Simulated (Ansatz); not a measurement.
## TiB2 (P6/mmm) under biaxial strain in the (0001) plane, that of a and b

Wanted: the shifts of the zone-centre modes of TiB2 (P6/mmm) with strain.

Method: DFT PBEsol, scalar-relativistic, plane waves, PAW; PAW set soft_1, in Ansatz 0.2.0.

## 1. Starting point

Symmetry: P6/mmm, No. 191, hexagonal system. Conventional cell: a = 3.029 Å, b = 3.029 Å, c = 3.228 Å, α = 90.00°, β = 90.00°, γ = 120.00°. Nearest to B lie 3 B at 1.75 Å and 6 Ti at 2.38 Å. Nearest to Ti lie 12 B at 2.38 Å. Farther neighbours are not listed.

## 2. Bringing the structure to rest

The cell and atoms are relaxed, since residual forces and stress would shift the frequencies.

input.yaml

```yaml
crystal:
  lattice:
    - [3.0292, 0.0, 0.0]
    - [-1.5146, 2.6233641531, 0.0]
    - [0.0, 0.0, 3.2284]
  atoms:
    - { symbol: B, position: [0.33333333, 0.66666667, 0.5] }
    - { symbol: B, position: [0.66666667, 0.33333333, 0.5] }
    - { symbol: Ti, position: [0.0, 0.0, 0.0] }
kpoints:
  mp_grid: { grid: [15, 15, 14] }
hamiltonian:
  xc: pbesol
  pseudopotentials: { kind: paw, azcp: { folder: soft_1 }, xc_functional: pbe }
scf:
  occupations: { method: gaussian, width: 0.1 }
output:
  forces: true
  stress: true
  eigenvalues: true
  write_density: true
  write_potential: true
  elf: true
  volumetric_format: npy
relax:
  adjacent_minimum: "off"
  f_tol: 0.005
  max_steps: 80
  cell: { stress_tol: 0.05 }
```

Command:

```console
$ ansatz run input.yaml --threads 4 --pin off --max-ram 10240MiB --backend cpu --events-out ev --progress --plain --runs-dir out
```

Numbers of over 12 decimals in the logs are rounded to 6 here.

Log:

```text
Engine: ansatz 0.2.0, x86_64-unknown-linux-gnu
Pseudopotentials: kind: paw
Pseudopotential: B, paw, valence charge 3, recommended cutoff 420 eV (normal), soft_1/B.paw.azcp
Pseudopotential: Ti, paw, valence charge 12, recommended cutoff 420 eV (normal), soft_1/Ti.paw.azcp
Functional definition: PBEsol
  exchange = pbesol_x
  correlation = pbesol_c
Crystal: 3 atoms, lattice volume = 25.655 Å³
Basis set: ecut = 420 eV, 503 PW (Γ), exchange–correlation on 48×48×48 points (8 copies of the dense FFT grid, shifted against one another)
Bands: 13, of which v1, the nominal top of the filled ones, is band 9 counted from 1 (8 counted from 0)
Symmetry: 24 space group operations
Space group: P6/mmm (ITA 191), of the structure as read, at distance tolerance 2.9e-5 Å
k-points: 216 of 3150
Non-local potential: B, projectors of the file, l = 0: 2, l = 1: 2, l = 2: 1
Non-local potential: Ti, projectors of the file, l = 0: 3, l = 1: 2, l = 2: 3, l = 3: 1
PAW form: soft (Blöchl's): semilocal exchange-correlation on the pseudo side does not see the compensation charge
PAW frozen core: B, regenerated for the run's functional, and the local potential with it (the file was generated under x = pbe(κ = 0.804, μ = 0.219515), c = pbe(β = 0.066725))
PAW frozen core: Ti, regenerated for the run's functional, and the local potential with it (the file was generated under x = pbe(κ = 0.804, μ = 0.219515), c = pbe(β = 0.066725))
PAW one-centre angular grid: B, 110 points (default); XC on 64 Gauss nodes
PAW one-centre angular grid: Ti, 590 points (default); XC on 64 Gauss nodes
Initial density: superposition of atomic densities (chi_scale 0.1, normalization cell, long waves kept (reshape's long-wave potential 0.00 eV rms))
Initial wavefunctions: pseudopotential atomic-orbital guess
Functional: x = pbesol(κ = 0.804, μ = 0.123457), c = pbesol(β = 0.046)
SCF iter   1: F=—  HF=-2783.764950 eV  |F-HF|=—  |Δ(HF+E_count)|=         —  Δρ=1.06e-1  dr2=4.55e0  ethr=3.10e-3  ⟨swp⟩=4.4  Hψ=13511  notcnv=0
preconditioner: auto → none  [metal: Δε(μ)=0.093 eV  Ē_g=9.434 eV  σ=0.100 eV  W_gap=0.41  n_scr=8 (ndim 8)  ℏωp=23.2 eV  f_vac=0.000  D(μ)=0.31/eV (n_scr^D=0)  sad-step TF]
SCF iter   2: F=—  HF=-2783.154678 eV  |F-HF|=—  |Δ(HF+E_count)|=   6.10e-1  Δρ=7.03e-2  dr2=2.17e0  ethr=3.10e-3  ⟨swp⟩=2.0  Hψ=5384  notcnv=0
SCF iter   3: F=—  HF=-2782.621898 eV  |F-HF|=—  |Δ(HF+E_count)|=   5.33e-1  Δρ=8.68e-3  dr2=2.42e-2  ethr=3.10e-3  ⟨swp⟩=3.1  Hψ=5485  notcnv=0
SCF iter   4: F=—  HF=-2782.619403 eV  |F-HF|=—  |Δ(HF+E_count)|=   2.49e-3  Δρ=1.04e-3  dr2=2.19e-4  ethr=1.34e-4  ⟨swp⟩=2.0  Hψ=5375  notcnv=0
SCF iter   5: F=—  HF=-2782.619458 eV  |F-HF|=—  |Δ(HF+E_count)|=   5.52e-5  Δρ=3.02e-4  dr2=3.67e-5  ethr=1.22e-6  ⟨swp⟩=2.0  Hψ=3901  notcnv=0
SCF iter   6: F=—  HF=-2782.619448 eV  |F-HF|=—  |Δ(HF+E_count)|=   9.92e-6  Δρ=8.27e-5  dr2=2.20e-6  ethr=2.04e-7  ⟨swp⟩=2.3  Hψ=4019  notcnv=0
SCF iter   7: F=-2782.619448 eV  HF=-2782.619448 eV  |F-HF|=5.62e-9  |Δ(HF+E_count)|=   4.88e-7  Δρ=5.34e-6  dr2=6.59e-9  ethr=5.56e-10  ⟨swp⟩=5.5  Hψ=15166  notcnv=0
SCF 1 converged in 7 iterations: F = -2782.619448 eV  dr2 = 6.59e-9
  greatest PAW one-centre occupation: 0.998 electrons in one spin orbital (limit 2), on the Ti atom at site 2 (counted from 0), in its partial waves of l = 0
relax step   1: F+E_penalty+E_count = -2782.61944782 eV  Δ(F+E_penalty+E_count) = +0.000e0 eV  max|allowed force component| = 4.318e-16 eV/Å  Δτ_max = 0.0000 Å  P = -5.186 GPa  Ω = 25.655 Å³  (7 SCF iters, dr2 threshold 1.00e-7 eV, accepted)
Crystal: 3 atoms, lattice volume = 25.201 Å³
Initial density: handed on by an earlier stage of this run
Initial wavefunctions: those handed on with the density
iter 1 solved again at ethr=1.98e-5 eV; its pass at ethr=3.10e-3 eV (dr2=3.56e-3 eV) is discarded
SCF iter   1: F=—  HF=-2782.630603 eV  |F-HF|=—  |Δ(HF+E_count)|=         —  Δρ=2.67e-3  dr2=3.30e-3  ethr=1.98e-5  ⟨swp⟩=1.4  Hψ=17716  notcnv=0
preconditioner: auto → none  [metal: Δε(μ)=0.007 eV  Ē_g=8.259 eV  σ=0.100 eV  W_gap=0.04  n_scr=8 (ndim 8)  ℏωp=23.4 eV  f_vac=0.000  D(μ)=0.37/eV (n_scr^D=0)]
SCF iter   2: F=—  HF=-2782.629930 eV  |F-HF|=—  |Δ(HF+E_count)|=   6.73e-4  Δρ=9.71e-4  dr2=4.16e-4  ethr=1.83e-5  ⟨swp⟩=1.9  Hψ=3071  notcnv=0
SCF iter   3: F=—  HF=-2782.629843 eV  |F-HF|=—  |Δ(HF+E_count)|=   8.69e-5  Δρ=1.09e-4  dr2=1.24e-6  ethr=2.31e-6  ⟨swp⟩=2.1  Hψ=3341  notcnv=0
SCF iter   4: F=—  HF=-2782.629843 eV  |F-HF|=—  |Δ(HF+E_count)|=   1.70e-7  Δρ=1.84e-5  dr2=3.77e-8  ethr=6.88e-9  ⟨swp⟩=2.2  Hψ=4069  notcnv=0
iter 5 did not close the SCF: its close was put off for the readings that it lacked (scf_convergence_deferred on its scf_iter line)
SCF iter   5: F=-2782.629843 eV  HF=-2782.629843 eV  |F-HF|=1.36e-9  |Δ(HF+E_count)|=   1.80e-8  Δρ=3.27e-6  dr2=2.56e-9  ethr=2.10e-10  ⟨swp⟩=2.1  Hψ=4544  notcnv=0
SCF iter   6: F=-2782.629843 eV  HF=-2782.629843 eV  |F-HF|=8.19e-12  |Δ(HF+E_count)|=  1.63e-10  Δρ=2.84e-7  dr2=1.01e-11  ethr=1.42e-11  ⟨swp⟩=4.2  Hψ=12611  notcnv=0
SCF 2 converged in 6 iterations: F = -2782.629843 eV  dr2 = 1.01e-11
relax step   2: F+E_penalty+E_count = -2782.62984334 eV  Δ(F+E_penalty+E_count) = -1.040e-2 eV  max|allowed force component| = 1.850e-16 eV/Å  Δτ_max = 0.0000 Å  P = -1.054 GPa  Ω = 25.201 Å³  energy of the carried Pulay correction = +3.900e-4 eV  (6 SCF iters, dr2 threshold 3.00e-7 eV, accepted)
Crystal: 3 atoms, lattice volume = 25.099 Å³
iter 1 solved again at ethr=3.49e-6 eV; its pass at ethr=3.10e-3 eV (dr2=6.29e-4 eV) is discarded
SCF iter   1: F=—  HF=-2782.630553 eV  |F-HF|=—  |Δ(HF+E_count)|=         —  Δρ=1.26e-3  dr2=6.37e-4  ethr=3.49e-6  ⟨swp⟩=1.4  Hψ=16420  notcnv=0
preconditioner: auto → none  [metal: Δε(μ)=0.017 eV  Ē_g=8.263 eV  σ=0.100 eV  W_gap=0.09  n_scr=8 (ndim 8)  ℏωp=23.4 eV  f_vac=0.000  D(μ)=0.37/eV (n_scr^D=0)]
SCF iter   2: F=—  HF=-2782.630422 eV  |F-HF|=—  |Δ(HF+E_count)|=   1.31e-4  Δρ=4.57e-4  dr2=8.83e-5  ethr=3.49e-6  ⟨swp⟩=1.7  Hψ=3009  notcnv=0
SCF iter   3: F=—  HF=-2782.630397 eV  |F-HF|=—  |Δ(HF+E_count)|=   2.47e-5  Δρ=2.95e-5  dr2=9.62e-8  ethr=4.91e-7  ⟨swp⟩=2.3  Hψ=3555  notcnv=0
iter 4 did not close the SCF: its close was put off for the readings that it lacked (scf_convergence_deferred on its scf_iter line)
SCF iter   4: F=-2782.630397 eV  HF=-2782.630397 eV  |F-HF|=2.09e-11  |Δ(HF+E_count)|=   3.80e-8  Δρ=6.42e-6  dr2=4.08e-9  ethr=5.35e-10  ⟨swp⟩=2.3  Hψ=3997  notcnv=0
iter 5 did not close the SCF: its close was put off for the readings that it lacked (scf_convergence_deferred on its scf_iter line)
SCF iter   5: F=-2782.630397 eV  HF=-2782.630397 eV  |F-HF|=4.55e-13  |Δ(HF+E_count)|=  8.40e-10  Δρ=5.82e-7  dr2=2.14e-11  ethr=2.27e-11  ⟨swp⟩=2.6  Hψ=4597  notcnv=0
SCF iter   6: F=-2782.630397 eV  HF=-2782.630397 eV  |F-HF|=1.82e-12  |Δ(HF+E_count)|=  6.37e-12  Δρ=8.85e-8  dr2=1.41e-12  ethr=1.00e-12  ⟨swp⟩=3.7  Hψ=10659  notcnv=0
SCF 3 converged in 6 iterations: F = -2782.630397 eV  dr2 = 1.41e-12
relax step   3: F+E_penalty+E_count = -2782.63039736 eV  Δ(F+E_penalty+E_count) = -5.540e-4 eV  max|allowed force component| = 8.327e-17 eV/Å  Δτ_max = 0.0000 Å  P = +0.132 GPa  Ω = 25.099 Å³  energy of the carried Pulay correction = +4.865e-4 eV  (6 SCF iters, dr2 threshold 3.00e-7 eV, accepted)
[...]
relax step   4: F+E_penalty+E_count = -2782.63039831 eV  Δ(F+E_penalty+E_count) = -9.511e-7 eV  max|allowed force component| = 3.331e-16 eV/Å  Δτ_max = 0.0000 Å  P = +0.000 GPa  Ω = 25.110 Å³  energy of the carried Pulay correction = +4.762e-4 eV  (6 SCF iters, dr2 threshold 1.16e-7 eV, accepted)
Initial wavefunctions: pseudopotential atomic-orbital guess (no wavefunctions were taken with the density)
iter 1 solved again at ethr=1.58e-9 eV; its pass at ethr=3.10e-3 eV (dr2=2.84e-7 eV) is discarded
SCF iter   1: F=—  HF=-2782.629963 eV  |F-HF|=—  |Δ(HF+E_count)|=         —  Δρ=4.11e-5  dr2=4.61e-8  ethr=1.58e-9  ⟨swp⟩=3.1  Hψ=22154  notcnv=0
preconditioner: auto → none  [metal: Δε(μ)=0.013 eV  Ē_g=8.248 eV  σ=0.100 eV  W_gap=0.07  n_scr=8 (ndim 8)  ℏωp=23.4 eV  f_vac=0.000  D(μ)=0.37/eV (n_scr^D=0)]
SCF iter   2: F=—  HF=-2782.629962 eV  |F-HF|=—  |Δ(HF+E_count)|=   8.91e-7  Δρ=2.06e-5  dr2=1.13e-8  ethr=2.56e-10  ⟨swp⟩=2.0  Hψ=4231  notcnv=0
SCF iter   3: F=—  HF=-2782.629962 eV  |F-HF|=—  |Δ(HF+E_count)|=   2.64e-8  Δρ=1.16e-6  dr2=9.28e-11  ethr=6.28e-11  ⟨swp⟩=2.1  Hψ=4004  notcnv=0
iter 4 did not close the SCF: its close was put off for the readings that it lacked (scf_convergence_deferred on its scf_iter line)
SCF iter   4: F=-2782.629962 eV  HF=-2782.629962 eV  |F-HF|=4.55e-13  |Δ(HF+E_count)|=  4.32e-11  Δρ=1.31e-7  dr2=1.25e-12  ethr=1.00e-12  ⟨swp⟩=3.0  Hψ=4758  notcnv=0
iter 5 did not close the SCF: its close was put off for the readings that it lacked (scf_convergence_deferred on its scf_iter line)
SCF iter   5: F=-2782.629962 eV  HF=-2782.629962 eV  |F-HF|=9.09e-13  |Δ(HF+E_count)|=  1.36e-12  Δρ=2.67e-8  dr2=8.18e-14  ethr=1.00e-12  ⟨swp⟩=1.0  Hψ=2808  notcnv=0
iter 6 did not close the SCF: its close was put off for the readings that it lacked (scf_convergence_deferred on its scf_iter line)
SCF iter   6: F=-2782.629962 eV  HF=-2782.629962 eV  |F-HF|=4.55e-13  |Δ(HF+E_count)|=  9.09e-13  Δρ=3.61e-9  dr2=1.48e-15  ethr=1.00e-12  ⟨swp⟩=1.0  Hψ=2808  notcnv=0
iter 7 did not close the SCF: its close was put off for the readings that it lacked (scf_convergence_deferred on its scf_iter line)
SCF iter   7: F=-2782.629962 eV  HF=-2782.629962 eV  |F-HF|=0.00e0  |Δ(HF+E_count)|=  4.55e-13  Δρ=4.11e-10  dr2=2.93e-17  ethr=1.00e-12  ⟨swp⟩=1.0  Hψ=2808  notcnv=0
SCF iter   8: F=-2782.629962 eV  HF=-2782.629962 eV  |F-HF|=0.00e0  |Δ(HF+E_count)|=  4.55e-13  Δρ=5.68e-11  dr2=4.05e-19  ethr=1.00e-12  ⟨swp⟩=1.1  Hψ=6511  notcnv=0
SCF 5 converged in 8 iterations: F = -2782.629962 eV  dr2 = 4.05e-19
relax step   5: F+E_penalty+E_count = -2782.62996206 eV  Δ(F+E_penalty+E_count) = +4.363e-4 eV  max|allowed force component| = 3.331e-16 eV/Å  Δτ_max = 0.0000 Å  P = -0.013 GPa  Ω = 25.110 Å³  stress off target by 1.43e-2 GPa  SCF on the basis re-selected at this cell (its energy is not comparable with the rows above)  (8 SCF iters)
basis re-selected at this cell: Δ(F+E_penalty+E_count) = +4.363e-4 eV, ΔP = -0.013 GPa vs the last step (what re-selecting the basis moved, of the pressure what is left beyond the Pulay correction that the steps carried, after the strain that the cell walked since its last selection, with what the two solves' SCF thresholds leave and, on support functions, any second-order correction that the steps lacked; it is no m [...]
SCF converged after 8 iterations
Free energy (F): -2782.629962 eV
Harris-Foulkes:  -2782.629962 eV  (|F-HF|=0.00e0)
Internal energy: -2782.628130 eV  (E = F + TS)
E sigma→0 (E₀):  -2782.629046 eV
Entropy (-TS):   -0.001832 eV (-0.611 meV/atom)
Fermi energy:    15.378134 eV
--- Per-component energies (eV) ---
  E_band       = -88.868368
  E_kinetic    = 384.683882
  E_local      = -828.826637  (includes V_loc(G=0)·N_el)
  E_nonlocal   = 77.202732
  E_hartree    = 341.438012
  E_xc         = -183.852002
  E_vxc        = -226.495184  (∫ρ·V_xc dr)
  E_paw        = -1167.224141  (= ΣΔE_a)
  E_vpaw       = -178.309105  (= ΣTr[D̂ρ^β])
  E_aug_tail   = -0.000080  (compensation charges beyond the density's cutoff)
  E_ewald      = -1406.218702
  E_core_change = 0.168806  (= ΣΔE_core)
  E_smearing   = -0.001832  (= −TS)
  E_closure    = 0.000000  (closes the sum)
  Σ components = -2782.629962   (vs F -2782.629962, Δ=0.00e0)
--- Forces (eV/Å), atoms counted from 1 ---
  atom   1  B     -0.00000000    -0.00000000     0.00000000
  atom   2  B     -0.00000000     0.00000000    -0.00000000
  atom   3  Ti    -0.00000000     0.00000000     0.00000000
  max |Σ_I F_I| component: 3.70e-17 eV/Å
--- Stress (GPa, compression-positive) ---
       -0.012106      -0.000000       0.000000
       -0.000000      -0.012106      -0.000000
        0.000000      -0.000000      -0.014295
  P = ⅓ Tr σ = -0.0128 GPa (-0.128 kbar)
--- Band table (eV; the first three rows and the last of 216) ---
  k-point 0: bands = [... 5 lower, 12.6448, 12.6448, 13.1561, 13.1791, 17.3306, 17.3306, 19.2047, 19.2047]
  k-point 1: bands = [... 5 lower, 12.2474, 12.7010, 12.7010, 14.0165, 17.1341, 17.1341, 19.0786, 19.0786]
  k-point 2: bands = [... 5 lower, 11.2780, 12.8682, 12.8682, 14.7912, 16.6843, 16.6843, 18.7204, 18.7204]
  k-point 215: bands = [... 5 lower, 6.7278, 9.6203, 12.1368, 12.1368, 18.0082, 19.8281, 19.8281, 20.0201]
--- Relaxed structure (4 steps of the walk, 4 accepted, 1 SCFs on fresh bases) ---
  F+E_penalty+E_count = -2782.62996206 eV   max|allowed force component| = 3.331e-16 eV/Å   (the final SCF, on the basis selected at the relaxed cell)
  cell:  # Å, volume = 25.1099 Å³
    - [3.017441, 0, 0]
    - [-1.508720, 2.613180, 0]
    - [0, 0, 3.184470]
  atoms:
    - { symbol: B, position: [0.333333, 0.666667, 0.500000] }
    - { symbol: B, position: [0.666667, 0.333333, 0.500000] }
    - { symbol: Ti, position: [0, 0, 0.0] }
```

The job ended after 24 s (4 threads of Intel Xeon at 2.50GHz (Skylake/Cascade Lake), shared host; peak memory 0.42 GiB; 61 s of CPU time).

Step by step:

```csv
step,energy less that of the first step (eV),largest force component (eV/Å),pressure (GPa),volume (Å³)
1,0.0000,0.0000,-5.19,25.66
2,-0.0104,0.0000,-1.05,25.20
3,-0.0109,0.0000,0.13,25.10
4,-0.0109,0.0000,0.00,25.11
5*,-0.0105,0.0000,-0.01,25.11
```

Relaxation steps marked * repeat the geometry before them on a plane-wave basis chosen anew for their cell, so energy and pressure can jump there.

Forces are held to the 24 operations that the run works with; a distortion that breaks them can't arise in this run.

```
conventional cell, symmetrised  before  after  change
                         a (Å)   3.029  3.017  -0.4 %
                         b (Å)   3.029  3.017  -0.4 %
                         c (Å)   3.228  3.184  -1.4 %
              volume (Å³/atom)    8.55   8.37  -2.1 %
```

The relaxed structure:

```
B Ti
1.0
     3.01744    0.00000    0.00000
    -1.50872    2.61318    0.00000
     0.00000    0.00000    3.18447
B Ti
2 1
Direct
  0.33333 0.66667 0.50000
  0.66667 0.33333 0.50000
  0.00000 0.00000 0.00000
```

Numbers from this step:

```yaml
pressure: -0.01284 GPa
volume_per_atom: 8.370 Å³
gap_on_the_k_mesh: 0 eV
```

Valence density in the ab plane at fractional z = 0.500, with atoms of B within 0.2 Å of it. It is the smooth field of the valence electrons, not physical close to the nuclei.

Ten even steps from '_' (0.19 e/Å³) to '@' (0.86 e/Å³):
```
____..::--**%%@@@@%%**--::..____
__..::--++##@@@@@@##++--::..____
..::--++##%%%%%%%%##++--::......
::--++####**++**####++--::::::::
==**##%%**----**%%##**==--------
**%%@@%%++--++%%@@%%****++++++**
%%@@@@%%****%%@@@@%%%%########%%
@@@@@@%%##%%@@@@@@@@@@%%##%%@@@@
%%%%########%%%%@@@@%%****%%@@@@
****++++++****%%@@%%++--++%%@@%%
==--------==**##%%**----**%%##**
::::::::::--++####**++**####++--
........::--++##%%%%%%%%##++--::
______..::--++##@@@@@@##++--::..
______..::--**%%@@@@%%**--::..__
______..::==**%%@@%%**==::..____
```
Columns run along a (3.0 Å), rows up along b (3.0 Å). Atoms in or near the plane, at fractional coordinates: B at (0.33, 0.67), B at (0.67, 0.33).

ELF in the ab plane at fractional z = 0.500, with atoms of B within 0.2 Å of it. It is the smooth field of the valence electrons, not physical close to the nuclei.

Ten even steps from '_' (0.00) to '@' (0.86):
```
::::--++##%%@@@@@@@@%%##++--::::
----++**##############**++----::
==++****++==----==++****++==----
**####++::______::++####**++++++
##%%##==________==##%%####****##
@@@@##--______--##@@@@%%##**##%%
@@@@##--____--##@@@@@@##++++##@@
@@@@##==::==##@@@@@@##==::==##@@
@@@@##++++##@@@@@@##--____--##@@
@@%%##**##%%@@@@##--______--##@@
####****####%%##==________==##%%
**++++++**####++::______::++####
==----==++****++==----==++****++
--::----++**##############**++--
::::::--++##%%@@@@@@@@%%##++--::
::::--==**##@@@@@@@@@@##**==--::
```
Columns run along a (3.0 Å), rows up along b (3.0 Å). Atoms in or near the plane, at fractional coordinates: B at (0.33, 0.67), B at (0.67, 0.33).

Electrostatic potential energy in the ab plane at fractional z = 0.500, with atoms of B within 0.2 Å of it. With pseudopotentials it is smooth inside the atoms' cores, unlike the true potential.

Values in eV, 16 rows by 16 columns:
```
 15  15  15  14  12  10   6   2   2   6  10  12  14  15  15  15
 15  15  14  12   8  -1 -10 -14 -10  -1   8  12  14  15  15  15
 15  14  12   7  -7 -20 -25 -25 -20  -7   7  12  14  15  15  15
 14  12   8  -7 -23 -28 -27 -28 -23  -7   8  12  14  14  14  14
 12  10  -1 -20 -28 -25 -25 -28 -20  -1  10  12  12  12  12  12
 10   6 -10 -25 -27 -25 -27 -25 -10   5  10  10   8   7   8  10
  8   2 -14 -25 -28 -28 -25 -14   2   8   5  -1  -7  -7  -1   6
  7   2 -10 -20 -23 -20 -10   2   7   2 -10 -20 -23 -20 -10   2
  8   6  -1  -7  -7  -1   5   8   2 -14 -25 -28 -28 -25 -14   2
 10  10   8   7   8  10  10   5 -10 -25 -27 -25 -27 -25 -10   6
 12  12  12  12  12  12  10  -1 -20 -28 -25 -25 -28 -20  -1  10
 14  14  14  14  14  12   8  -7 -23 -28 -27 -28 -23  -7   8  12
 15  15  15  15  14  12   7  -7 -20 -25 -25 -20  -7   7  12  14
 15  15  15  15  14  12   8  -1 -10 -14 -10  -1   8  12  14  15
 15  15  15  15  14  12  10   6   2   2   6  10  12  14  15  15
 15  15  15  15  14  12  10   8   7   8  10  12  14  15  15  15
```
Columns run along a (3.0 Å; values clipped at the 3rd and 97th percentile), rows up along b (3.0 Å). Atoms in or near the plane, at fractional coordinates: B at (0.33, 0.67), B at (0.67, 0.33).

In this step the volume went from 8.55 to 8.37 Å³/atom.

## 3. Tight relaxation

Phonons need small forces and stress, so the relaxation is finished with tight tolerances on 15×15×16 k points.

input.yaml

```yaml
crystal:
  lattice:
    - [3.0174406615, 0.0, 0.0]
    - [-1.5087203308, 2.6131802673, 0.0]
    - [0.0, 0.0, 3.1844703874]
  atoms:
    - { symbol: B, position: [0.3333333333, 0.6666666667, 0.5] }
    - { symbol: B, position: [0.6666666667, 0.3333333333, 0.5] }
    - { symbol: Ti, position: [0.0, 0.0, 0.0] }
kpoints:
  mp_grid: { grid: [15, 15, 16] }
hamiltonian:
  xc: pbesol
  pseudopotentials: { kind: paw, azcp: { folder: soft_1 }, xc_functional: pbe }
scf:
  occupations: { method: methfessel_paxton, width: 0.2 }
output:
  forces: true
  stress: true
  eigenvalues: true
relax:
  adjacent_minimum: "off"
  f_tol: 0.001
  max_steps: 60
  cell: { stress_tol: 0.01 }
```

Log:

```text
[...]
Crystal: 3 atoms, lattice volume = 25.110 Å³
Basis set: ecut = 420 eV, 503 PW (Γ), exchange–correlation on 48×48×48 points (8 copies of the dense FFT grid, shifted against one another)
Bands: 13, of which v1, the nominal top of the filled ones, is band 9 counted from 1 (8 counted from 0)
Symmetry: 24 space group operations
[...]
k-points: 243 of 3600
[...]
--- Relaxed structure (2 steps of the walk, 2 accepted, 1 SCFs on fresh bases) ---
[...]
cell:  # Å, volume = 25.1080 Å³
    - [3.017496, 2.886790445627784e-11, 0]
    - [-1.508748, 2.613228, 0]
    - [0, 0, 3.184107]
  atoms:
    - { symbol: B, position: [0.333333, 0.666667, 0.500000] }
    - { symbol: B, position: [0.666667, 0.333333, 0.500000] }
    - { symbol: Ti, position: [0, 0, 0] }
[key lines of the parts left out:]
SCF converged after 4 iterations
Free energy (F): -2782.629058 eV
Fermi energy:    15.388554 eV
P = ⅓ Tr σ = -0.0035 GPa (-0.035 kbar)
```

It took 15 s on 4 threads; peak memory 0.42 GiB; 36 s of CPU time.

Little changed from the start: no atom moved by 0.005 Å and no cell edge by 0.1 %.

Numbers from this step:

- pressure: -0.003491 GPa
- volume per atom: 8.369 Å³

The forces vanish by symmetry and the pressure is -0.003 GPa, within the tolerances set. The cell now holds 8.37 Å³/atom.

[end of part 1 of 3]

[Logs are printed without paths, hosts, clocks, repeated set-up lines and the standing remarks that a program may print on its own settings, such as how far it seeks lower states.]

[Hosts, paths, dates, database ids (printed as entryN), source tags and the programs' standing remarks are cut or masked in the printed files.]
